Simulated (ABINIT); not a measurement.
# YHSe (P-6m2): making up for missing bands

Can a closure trick stand in for empty bands in GW on YHSe (P-6m2)?

Program: ABINIT 10.8.3. Level of theory: LDA and many-body steps on it, plane waves. Values are calculated unless marked as measured.

### 1. The system as given

Symmetry: P-6m2, No. 187, hexagonal system. The conventional cell has a = 3.841 Å, b = 3.841 Å, c = 3.916 Å, α = 90.00°, β = 90.00°, γ = 120.00°. Nearest to Y lie 3 H at 2.22 Å and 6 Se at 2.96 Å. Nearest to H lie 3 Y at 2.22 Å. Nearest to Se lie 6 H at 2.96 Å and 6 Y at 2.96 Å. Farther neighbours, and contacts between anions beyond the nearest, are not listed.

The cell and positions are those that the Materials Project relaxed with its own functionals (PBE, PBE+U or r2SCAN), kept fixed.

### 2. Empty states on the mesh, 3×3×4 mesh, 55 bands

This step: ABINIT 10.8.3; DFT, LDA, plane waves, norm-conserving pseudopotentials.

The sums over transitions need many empty states on a uniform mesh; this step solves for them.

run.abi

```
acell 3*1.0 Angstrom
rprim 
  3.840931335803 -0.000000000001 0.000000000000
  -1.920465667901 3.326344110998 0.000000000000
  0.000000000000 0.000000000000 3.915549560000
ntypat 3
znucl 39 1 34
natom 3
typat 1 2 3
xred 
  0.000000000000 0.000000000000 0.000000000000
  0.333333333333 0.666666666667 0.000000000000
  0.666666666667 0.333333333333 0.500000000000
pp_dirpath "pseudos"
pseudos "Y.upf, H.upf, Se.upf"
ecut 39
ngkpt 3 3 4
nshiftk 1
shiftk 0 0 0
kptopt 1
chksymbreak 0
iscf -2
irdden 1
istwfk *1
nband 55
nbdbuf 4
tolwfr 1e-09
nstep 60
prtvol 0
indata_prefix "in"
outdata_prefix "out"
tmpdata_prefix "tmp"
```

Run with:

```bash
$ OMP_NUM_THREADS=1 mpirun -n 4 abinit run.abi > log
```

The log of the run:

```text
.Version 10.8.3 of ABINIT. v10.8.2 released Aug 2026.

 Symmetries : space group P-6 m 2 (#187); Bravais hP (primitive hexag.)
[... echo of the input left out ...]
== DATASET  1 ==================================================================
-   mpi_nproc: 4, omp_nthreads: 1 (-1 if OMP is not activated)

--- !DatasetInfo
iteration_state: {dtset: 1, }
dimensions: {natom: 3, nkpt: 9, mband: 55, nsppol: 1, nspinor: 1, nspden: 1, mpw: 3939, }
cutoff_energies: {ecut:  39.0, pawecutdg:  -1.0, }
[...]
1.15366    1.15366    1.17010    1.24545    1.26215    1.31385    1.31385    1.36478
   1.39883    1.39883    1.49740    1.49740    1.56054    1.56800    1.58507    1.58507
   1.58562    1.67450    1.72122    1.72509    1.72509    1.75767    1.75862
 prteigrs : prtvol=0 or 1, do not print more k-points.

== END DATASET(S) ==============================================================
================================================================================

 -outvars: echo values of variables after computation  --------
            nband          55
             nkpt           9
          spgroup         187
 [... the other variables as echoed above ...]

 Calculation completed.
```

It took 27 s on 4 MPI ranks of Intel Xeon Platinum 8375C at 2.90GHz (Ice Lake), shared host; peak memory 0.32 GiB; 1.8 min of CPU time.

Read from the output:

```yaml
gap: 1.365 eV
k_of_the_valence_top: 0, 0, 0.5
k_of_the_conduction_bottom: 0, 0, 0
least_direct_gap: 1.739 eV
k_points_computed: 9
lowest_point_of_the_top_converged_band_above_the_valence_top: 37.40 eV
```

On this mesh the gap is 1.365 eV.

The density comes from a self-consistent run that is not shown.

### 3. Screening, 3×3×4 mesh, 51 bands, screening to 122.5 eV

The RPA dielectric matrix is built and inverted for each q.

This step: RPA screening on LDA, plane waves, norm-conserving pseudopotentials.

run.abi: that of step 2 with these lines changed.

```diff
@@ -21,10 +21,11 @@
 chksymbreak 0
-iscf -2
-irdden 1
 istwfk *1
-nband 55
-nbdbuf 4
-tolwfr 1e-09
-nstep 60
-prtvol 0
+occopt 1
+irdwfk 1
+optdriver 3
+nband 51
+ecuteps 4.5
+inclvkb 2
+awtr 1
+symchi 1
 indata_prefix "in"
```

The log of the run:

```text
.Version 10.8.3 of ABINIT. v10.8.2 released Aug 2026.

 Symmetries : space group P-6 m 2 (#187); Bravais hP (primitive hexag.)
[... echo of the input left out ...]
== DATASET  1 ==================================================================
-   mpi_nproc: 4, omp_nthreads: 1 (-1 if OMP is not activated)

--- !DatasetInfo
iteration_state: {dtset: 1, }
dimensions: {natom: 3, nkpt: 9, mband: 51, nsppol: 1, nspinor: 1, nspden: 1, mpw: 3939, }
cutoff_energies: {ecut:  39.0, pawecutdg:  -1.0, }
electrons: {nelect:   2.80000000E+01, charge:   0.00000000E+00, occopt:   1.00000000E+00, tsmear:   1.00000000E-02, }

 SCREENING: Calculation of the susceptibility and dielectric matrices

 Based on a program developped by R.W. Godby, V. Olevano, G. Onida, and L. Reining.
 Incorporated in ABINIT by V. Olevano, G.-M. Rignanese, and M. Torrent.
.Using double precision arithmetic ; gwpc =  8

[... cell and pseudopotentials left out ...]
--------------------------------------------------------------------------------

 ==== K-mesh for the wavefunctions ====
 Number of points in the irreducible wedge :     9
[... list of points left out ...]
 Together with 12 symmetry operations and time-reversal symmetry
 yields    36 points in the full Brillouin Zone.

 ==== Q-mesh for the screening function ====
 Number of points in the irreducible wedge :     9
[... list of points left out ...]
 Together with 12 symmetry operations and time-reversal symmetry
 yields    36 points in the full Brillouin Zone.

 setmesh: FFT mesh size selected  =    24x   24x   27
          total number of points  =        15552

 vcoul_init : cutoff-mode = AUXILIARY_FUNCTION
 q-points for optical limit:   1
     1)      0.000010    0.000020    0.000030

- screening: taking advantage of time-reversal symmetry
- Maximum band index for partially occupied states nbvw = 14
- Remaining bands to be divided among processors   nbcw = 37
- Number of bands treated by each node ~9

 Number of electrons calculated from density =   28.0000; Expected =   28.0000
 average of density, n =  0.082940
 r_s =    1.4225
 omega_plasma =   27.7804 [eV]

 calculating chi0 at frequencies [eV] :
  1    0.000000E+00    0.000000E+00
  2    0.000000E+00    2.778037E+01

--------------------------------------------------------------------------------
  q-point number  1        q = ( 0.000000, 0.000000, 0.000000) [r.l.u.]
--------------------------------------------------------------------------------
[... chi0 elements left out ...]
 For q-point:  0.000010 0.000020 0.000030
  dielectric constant =  11.4446
  dielectric constant without local fields =  12.6391

  Average fulfillment of the sum rule on Im[epsilon] for q-point    1 :     45.95  [%]
[... wings left out ...]
  q-point number  2        q = ( 0.333333, 0.000000, 0.000000) [r.l.u.]
--------------------------------------------------------------------------------
[... chi0 elements left out ...]
  Average fulfillment of the sum rule on Im[epsilon] for q-point    2 :     56.43  [%]

 [... 7 further q-points ...]
```

Run time: 14 s. Hardware: 4 MPI ranks; peak memory 0.59 GiB.

Read from the output:

```yaml
eps_infinity_with_local_fields_on_this_mesh: 11.44
eps_infinity_without_local_fields_on_this_mesh: 12.64
plasma_frequency: 27.78 eV
plane_waves_in_the_screening_matrix: 151
```

Local fields lower ε∞ by 9 %. On a Γ-centred mesh this coarse the value itself is usually too large, while a short band sum pulls it down.

### 4. 51 bands

The self-energy is evaluated for the states that the input lists, and the quasiparticle equation is solved.

This step: G0W0 on LDA, plane waves, norm-conserving pseudopotentials.

run.abi: that of step 3 with these lines changed.

```diff
@@ -24,8 +24,17 @@
 irdwfk 1
-optdriver 3
+optdriver 4
 nband 51
+gwcalctyp 0
+ecutsigx 39
+symsigma 1
+nkptgw 2
+kptgw 
+  0.0000000000 0.0000000000 0.5000000000
+  0.0000000000 0.0000000000 0.0000000000
+bdgw 
+  12 16
+  13 17
 ecuteps 4.5
-inclvkb 2
-awtr 1
-symchi 1
+irdscr 1
+ppmodel 1
 indata_prefix "in"
```

The log of the run:

```text
.Version 10.8.3 of ABINIT. v10.8.2 released Aug 2026.

 Symmetries : space group P-6 m 2 (#187); Bravais hP (primitive hexag.)
[... echo of the input left out ...]
== DATASET  1 ==================================================================
-   mpi_nproc: 4, omp_nthreads: 1 (-1 if OMP is not activated)

--- !DatasetInfo
iteration_state: {dtset: 1, }
dimensions: {natom: 3, nkpt: 9, mband: 51, nsppol: 1, nspinor: 1, nspden: 1, mpw: 3939, }
cutoff_energies: {ecut:  39.0, pawecutdg:  -1.0, }
electrons: {nelect:   2.80000000E+01, charge:   0.00000000E+00, occopt:   1.00000000E+00, tsmear:   1.00000000E-02, }

 SIGMA: Calculation of the GW corrections

 Based on a program developped by R.W. Godby, V. Olevano, G. Onida, and L. Reining.
 Incorporated in ABINIT by V. Olevano, G.-M. Rignanese, and M. Torrent.
.Using double precision arithmetic ; gwpc =  8

[... cell and pseudopotentials left out ...]
--------------------------------------------------------------------------------

 ==== K-mesh for the wavefunctions ====
 Number of points in the irreducible wedge :     9
[... list of points left out ...]
 Together with 12 symmetry operations and time-reversal symmetry
 yields    36 points in the full Brillouin Zone.

 ==== Q-mesh for screening function ====
 Number of points in the irreducible wedge :     9
[... list of points left out ...]
 Together with 12 symmetry operations and time-reversal symmetry
 yields    36 points in the full Brillouin Zone.

 vcoul_init : cutoff-mode = AUXILIARY_FUNCTION
 q-points for optical limit:   1
     1)      0.000010    0.000020    0.000030
 setmesh: FFT mesh size selected  =    36x   36x   45
          total number of points  =        58320

 Number of electrons calculated from density =   28.0000; Expected =   28.0000
 average of density, n =  0.082940
 r_s =    1.4225
 omega_plasma =   27.7804 [eV]

 === KS Band Gaps ===
  >>>> For spin  1
   Minimum direct gap =   1.7387 [eV], located at k-point      :   0.0000  0.0000  0.5000
   Fundamental gap    =   1.3651 [eV], Top of valence bands at :   0.0000  0.0000  0.5000
                                       Bottom of conduction at :   0.0000  0.0000  0.0000
 SIGMA fundamental parameters:
 PLASMON POLE MODEL  1
 number of plane-waves for SigmaX                 3927
 number of plane-waves for SigmaC and W            151
 number of plane-waves for wavefunctions          3927
 number of bands                                    51
 number of independent spin polarizations            1
 number of spinorial components                      1
 number of k-points in IBZ                           9
 number of q-points in IBZ                           9
 number of symmetry operations                      12
 number of k-points in BZ                           36
 number of q-points in BZ                           36
 number of frequencies for dSigma/dE                 9
 frequency step for dSigma/dE [eV]                0.25
 number of omega for Sigma on real axis              0
 max omega for Sigma on real axis  [eV]           0.00
 zcut for avoiding poles [eV]                     0.10

 EPSILON^-1 parameters (SCR file):
 dimension of the eps^-1 matrix on file            151
 dimension of the eps^-1 matrix used               151
 number of plane-waves for wavefunctions          3927
 number of bands                                    51
 number of q-points in IBZ                           9
 number of frequencies                               2
 number of real frequencies                          1
 number of imag frequencies                          1

 matrix elements of self-energy operator (all in [eV])

 Perturbative Calculation

--- !SelfEnergy_ee
iteration_state: {dtset: 1, }
kpoint     : [   0.000,    0.000,    0.500, ]
spin       : 1
KS_gap     :    1.739
QP_gap     :    3.270
Delta_QP_KS:    1.532
data: !SigmaeeData |
     Band     E0 <VxcDFT>   SigX SigC(E0)      Z dSigC/dE  Sig(E)    E-E0       E
       12   5.620 -13.935 -16.856   2.353   0.799  -0.251 -14.389  -0.454   5.166
       13   5.620 -13.935 -16.856   2.353   0.799  -0.251 -14.389  -0.454   5.166
       14   6.764 -13.307 -15.813   2.065   0.800  -0.250 -13.660  -0.353   6.411
       15   8.503 -12.347  -7.138  -3.757   0.812  -0.232 -11.169   1.178   9.681
       16   8.503 -12.347  -7.138  -3.757   0.812  -0.232 -11.169   1.178   9.681

--- !SelfEnergy_ee
iteration_state: {dtset: 1, }
kpoint     : [   0.000,    0.000,    0.000, ]
spin       : 1
KS_gap     :    2.927
QP_gap     :    4.173
Delta_QP_KS:    1.245
data: !SigmaeeData |
     Band     E0 <VxcDFT>   SigX SigC(E0)      Z dSigC/dE  Sig(E)    E-E0       E
       13   5.202 -13.422 -16.191   2.301   0.798  -0.253 -13.796  -0.374   4.828
       14   5.202 -13.422 -16.191   2.301   0.798  -0.253 -13.796  -0.374   4.828
       15   8.129 -11.520  -6.731  -3.721   0.816  -0.226 -10.649   0.872   9.001
       16  10.502 -13.530  -8.376  -3.920   0.803  -0.246 -12.540   0.991  11.493
       17  10.502 -13.530  -8.376  -3.920   0.803  -0.246 -12.540   0.991  11.493

== END DATASET(S) ==============================================================
================================================================================

 -outvars: echo values of variables after computation  --------
           etotal      0.0000000000E+00
            nband          51
             nkpt           9
          spgroup         187
 [... the other variables as echoed above ...]

 Calculation completed.
```

It took 5 s on 4 MPI ranks; peak memory 0.51 GiB.

This step gave:

| Item | Value |
| --- | --- |
| G0W0 gap on the mesh | 2.59 eV |
| starting gap on the mesh | 1.365 eV |
| k of the valence top | 0, 0, 0.5 |
| k of the conduction bottom | 0, 0, 0 |
| Z at the valence top | 0.8 |
| Z at the conduction bottom | 0.816 |
| least direct G0W0 gap on the computed points | 3.270 eV |

The gap on the mesh goes from 1.36 eV to 2.59 eV, a correction of +1.23 eV.

### 5. Screening, 3×3×4 mesh, 22 bands, screening to 122.5 eV

This step: RPA screening on LDA, plane waves, norm-conserving pseudopotentials.

run.abi: that of step 4 with these lines changed.

```diff
@@ -24,17 +24,8 @@
 irdwfk 1
-optdriver 4
-nband 51
-gwcalctyp 0
-ecutsigx 39
-symsigma 1
-nkptgw 2
-kptgw 
-  0.0000000000 0.0000000000 0.5000000000
-  0.0000000000 0.0000000000 0.0000000000
-bdgw 
-  12 16
-  13 17
+optdriver 3
+nband 22
 ecuteps 4.5
-irdscr 1
-ppmodel 1
+inclvkb 2
+awtr 1
+symchi 1
 indata_prefix "in"
```

The log of the run:

```text
.Version 10.8.3 of ABINIT. v10.8.2 released Aug 2026.

 Symmetries : space group P-6 m 2 (#187); Bravais hP (primitive hexag.)
[... echo of the input left out ...]
== DATASET  1 ==================================================================
-   mpi_nproc: 4, omp_nthreads: 1 (-1 if OMP is not activated)

--- !DatasetInfo
iteration_state: {dtset: 1, }
dimensions: {natom: 3, nkpt: 9, mband: 22, nsppol: 1, nspinor: 1, nspden: 1, mpw: 3939, }
cutoff_energies: {ecut:  39.0, pawecutdg:  -1.0, }
electrons: {nelect:   2.80000000E+01, charge:   0.00000000E+00, occopt:   1.00000000E+00, tsmear:   1.00000000E-02, }

 SCREENING: Calculation of the susceptibility and dielectric matrices

 Based on a program developped by R.W. Godby, V. Olevano, G. Onida, and L. Reining.
 Incorporated in ABINIT by V. Olevano, G.-M. Rignanese, and M. Torrent.
.Using double precision arithmetic ; gwpc =  8

[... cell and pseudopotentials left out ...]
--------------------------------------------------------------------------------

 ==== K-mesh for the wavefunctions ====
 Number of points in the irreducible wedge :     9
[... list of points left out ...]
 Together with 12 symmetry operations and time-reversal symmetry
 yields    36 points in the full Brillouin Zone.

 ==== Q-mesh for the screening function ====
 Number of points in the irreducible wedge :     9
[... list of points left out ...]
 Together with 12 symmetry operations and time-reversal symmetry
 yields    36 points in the full Brillouin Zone.

 setmesh: FFT mesh size selected  =    24x   24x   27
          total number of points  =        15552

 vcoul_init : cutoff-mode = AUXILIARY_FUNCTION
 q-points for optical limit:   1
     1)      0.000010    0.000020    0.000030

- screening: taking advantage of time-reversal symmetry
- Maximum band index for partially occupied states nbvw = 14
- Remaining bands to be divided among processors   nbcw = 8
- Number of bands treated by each node ~2

 Number of electrons calculated from density =   28.0000; Expected =   28.0000
 average of density, n =  0.082940
 r_s =    1.4225
 omega_plasma =   27.7804 [eV]

 calculating chi0 at frequencies [eV] :
  1    0.000000E+00    0.000000E+00
  2    0.000000E+00    2.778037E+01

--------------------------------------------------------------------------------
  q-point number  1        q = ( 0.000000, 0.000000, 0.000000) [r.l.u.]
--------------------------------------------------------------------------------
[... chi0 elements left out ...]
 For q-point:  0.000010 0.000020 0.000030
  dielectric constant =  11.2733
  dielectric constant without local fields =  12.4360

  Average fulfillment of the sum rule on Im[epsilon] for q-point    1 :     14.57  [%]
[... wings left out ...]
  q-point number  2        q = ( 0.333333, 0.000000, 0.000000) [r.l.u.]
--------------------------------------------------------------------------------
[... chi0 elements left out ...]
  Average fulfillment of the sum rule on Im[epsilon] for q-point    2 :     32.50  [%]

 [... 7 further q-points ...]
```

Run time: 4.5 s. Hardware: 4 MPI ranks; peak memory 0.5 GiB; 17 s of CPU time.

Numbers from this step:

```
ε∞ with local fields, on this mesh    : 11.27
ε∞ without local fields, on this mesh : 12.44
plasma frequency                      : 27.78 eV
plane waves in the screening matrix   : 151
```

(Part 1 of 2 ends here.)

[Long decimals in the printed logs are rounded to 6 places.]

[Logs are printed without paths, hosts, clocks, repeated set-up lines and the standing remarks that a program may print on its own settings, such as how far it seeks lower states.]

[Paths, hosts, dates, memory and timing lines, banners, echoed tables and standing remarks are left out of the program output; an Ansatz launch command may be rebuilt from the run's recorded settings. Measured values are a selection of at most five: reports struck by readers or far from the other reports are left out. None is set beside runs whose start may be inverted or whose files or cutoffs have a known fault.]

[Runs of the session that timed out or met a known fault of the program may be left out.]

[Hosts, paths, dates, database ids (printed as entryN), source tags and the programs' standing remarks are cut or masked in the printed files.]

[G0W0 gaps are taken among the corrected bands and points alone; a level outside them can change the order at an edge.]

[Where Ansatz stands beside ABINIT at settings called matched, ABINIT's density can come from a denser mesh and the files from another edition; pairs whose starting gaps differed by over 0.03 eV were left out, so agreement reads better than it is.]
